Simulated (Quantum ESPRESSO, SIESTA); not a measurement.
# A film of tetragonal HfO2 on a mismatched substrate: biaxial strain at PBEsol

Aim: in-plane stress, out-of-plane response and the band gap of tetragonal HfO2 under equal strain of two cell vectors.

Values are calculated unless marked as measured.

The structure was built from a prototype and need not be the compound's stable phase.

## 1. Set-up

The cell holds 6 atoms (2 Hf and 4 O). Its first two vectors are changed by -4 to +4 % from typed lattice constants. At each strain the reference relaxes the third vector's length and the atoms, and all levels then solve that geometry.

## 2. One input

Quantum ESPRESSO 7.5: Kohn-Sham DFT, PBEsol, GBRV 1.5 ultrasoft pseudopotentials, plane waves. Its pw.in for the cell at -1 %:

```
&control
  calculation = 'scf'
  pseudo_dir = './pseudo'
  outdir = './tmp'
  disk_io = 'none'
  tprnfor = .true.
  tstress = .true.
/
&system
  ibrav = 0
  nat = 6
  ntyp = 2
  ecutwfc = 50
  ecutrho = 300
  occupations = 'smearing'
  smearing = 'fd'
  degauss = 0.000735
/
&electrons
  conv_thr = 1.0e-08
  electron_maxstep = 100
  mixing_beta = 0.7
  mixing_mode = 'plain'
  diagonalization = 'david'
/
ATOMIC_SPECIES
Hf 178.490 Hf.upf
O 15.999 O.upf
CELL_PARAMETERS angstrom
3.55410 0.00000 0.00000
0.00000 3.55410 0.00000
0.00000 0.00000 5.14842
ATOMIC_POSITIONS crystal
Hf 0.75000 0.25000 0.25000
Hf 0.25000 0.75000 0.75000
O 0.25000 0.25000 0.45126
O 0.25000 0.25000 0.95126
O 0.75000 0.75000 0.54874
O 0.75000 0.75000 0.04874
K_POINTS automatic
6 6 4 0 0 0
```

Wall time 30 s (2 MPI ranks of Arm Neoverse V1, shared host); peak memory 0.45 GiB.

## 3. The levels

| level | basis or training data | k-meshes | runs finished | CPU time | peak memory (GiB) |
| --- | --- | --- | --- | --- | --- |
| QE, PBEsol (reference) | plane waves, GBRV 1.5 ultrasoft, 50/300 Ry | 6×6×4 | 9 of 9 | 9 min | 0.48 |
| SIESTA DZP, PBEsol | DZP orbitals, shift 0.01 Ry, mesh 400 Ry | 6×6×4 | 9 of 9 | 6.7 min | 0.48 |

CPU times are sums over a level's finished runs on a shared host, and rough.

## 4. The reference along the scan

Stress in GPa, compression positive; in-plane is the mean of xx and yy.

| strain (%) | first edge (Å) | third edge (Å) | volume (Å³/atom) | energy over the lowest row (meV/atom) | in-plane stress | stress zz | space group |
| --- | --- | --- | --- | --- | --- | --- | --- |
| -4 | 3.4464 | 5.2248 | 10.343 | 44.13 | 21.11 | 0.00 | P4_2/nmc |
| -3 | 3.4823 | 5.1942 | 10.498 | 20.18 | 13.90 | -0.03 | P4_2/nmc |
| -2 | 3.5182 | 5.1753 | 10.676 | 5.71 | 7.17 | -0.01 | P4_2/nmc |
| -1 | 3.5541 | 5.1484 | 10.839 | 0.00 | 0.75 | -0.02 | P4_2/nmc |
| +0 | 3.5900 | 5.1217 | 11.001 | 2.83 | -5.36 | -0.04 | P4_2/nmc |
| +1 | 3.6259 | 5.0963 | 11.167 | 13.84 | -11.08 | 0.06 | P4_2/nmc |
| +2 | 3.6618 | 5.0872 | 11.369 | 32.25 | -16.22 | -0.01 | P4_2/nmc |
| +3 | 3.6977 | 5.0725 | 11.559 | 57.92 | -21.06 | 0.03 | P4_2/nmc |
| +4 | 3.7336 | 5.0600 | 11.756 | 90.34 | -25.52 | 0.09 | P4_2/nmc |

## 5. The other programs on the same cells

| strain (%) | E (meV/atom), SIESTA DZP, PBEsol | in-plane (GPa), SIESTA DZP, PBEsol | zz (GPa), SIESTA DZP, PBEsol |
| --- | --- | --- | --- |
| -4 | 49.44 | 24.20 | 3.07 |
| -3 | 23.22 | 16.86 | 2.52 |
| -2 | 7.79 | 9.88 | 2.25 |
| -1 | 0.00 | 3.30 | 1.95 |
| +0 | 0.77 | -3.24 | 1.64 |
| +1 | 9.97 | -9.13 | 1.31 |
| +2 | 28.56 | -14.62 | 0.59 |
| +3 | 53.90 | -19.59 | 0.29 |
| +4 | 86.35 | -24.29 | 0.06 |

Energies are counted from each level's lowest row. The third edge isn't relaxed at these levels, so their energies hold the strain that the zz column shows.

By hand, between the rows at -1 and +0 %, which bracket zero stress: Δ ln(1 + ε) = 0.01005, the in-plane stress falls by 6.11 GPa and ln c changes by -0.00521, which give ratios of 608 GPa and -0.52. The values below come from parabolas through the four nearest rows.

Band gap on the mesh (highest filled to lowest empty Kohn-Sham level), in eV:

| strain (%) | QE, PBEsol | SIESTA DZP, PBEsol |
| --- | --- | --- |
| -4 | 4.507 | 4.390 |
| -3 | 4.549 | 4.443 |
| -2 | 4.625 | 4.509 |
| -1 | 4.633 | 4.440 |
| +0 | 4.485 | 4.265 |
| +1 | 4.248 | 4.032 |
| +2 | 4.045 | 3.834 |
| +3 | 3.833 | 3.628 |
| +4 | 3.629 | 3.429 |

## 6. What came out

The reference's in-plane stress vanishes at -0.88 % from the typed cell. At that point the biaxial modulus, the fall of stress per unit of strain, is 616 GPa, and the third edge shrinks by 0.51 % for each per cent of in-plane stretch, the ratio 2C13/C33 in linear elasticity. The slope falls from 695 GPa at the compressed end to 462 GPa at the stretched end. On the same four cells SIESTA DZP, PBEsol gives a slope of 642 GPa at that strain, with in-plane stress +2.3 GPa from the reference's and +1.8 GPa left along z. The reference's gap on the mesh peaks at 4.63 eV at -1 %, between 4.51 eV at -4 % and 3.63 eV at +4 %; the slope changes most at -1 %, from +0.008 to -0.148 eV per per cent. On the same cells the other programs' gaps lie -0.22 to -0.11 eV from it.

**Limits.** The nuclei are static, without zero-point or thermal motion. All levels share the geometries that the reference relaxed, so the others aren't at their own minima in internal coordinates or shape. Spin–orbit coupling is left out. Tetragonal HfO2 is a high-temperature form. SIESTA's automatically made basis is far from complete, and its potentials were converted by us (checked for H, C, O, Si, Ge and Ca alone). The DFT runs use Fermi–Dirac occupations of width 0.01 eV, and energies are free energies. The mesh holds the band edges only if they lie on it, and semilocal functionals put gaps under measured ones. The cell's angles are held, and no larger cell is allowed, so domains, twins, tilts of longer period and dislocations can't form.

[Logs are printed without paths, hosts, clocks, repeated set-up lines and the standing remarks that a program may print on its own settings, such as how far it seeks lower states.]

[Hosts, paths, dates, database ids (printed as entryN), source tags and the programs' standing remarks are cut or masked in the printed files.]
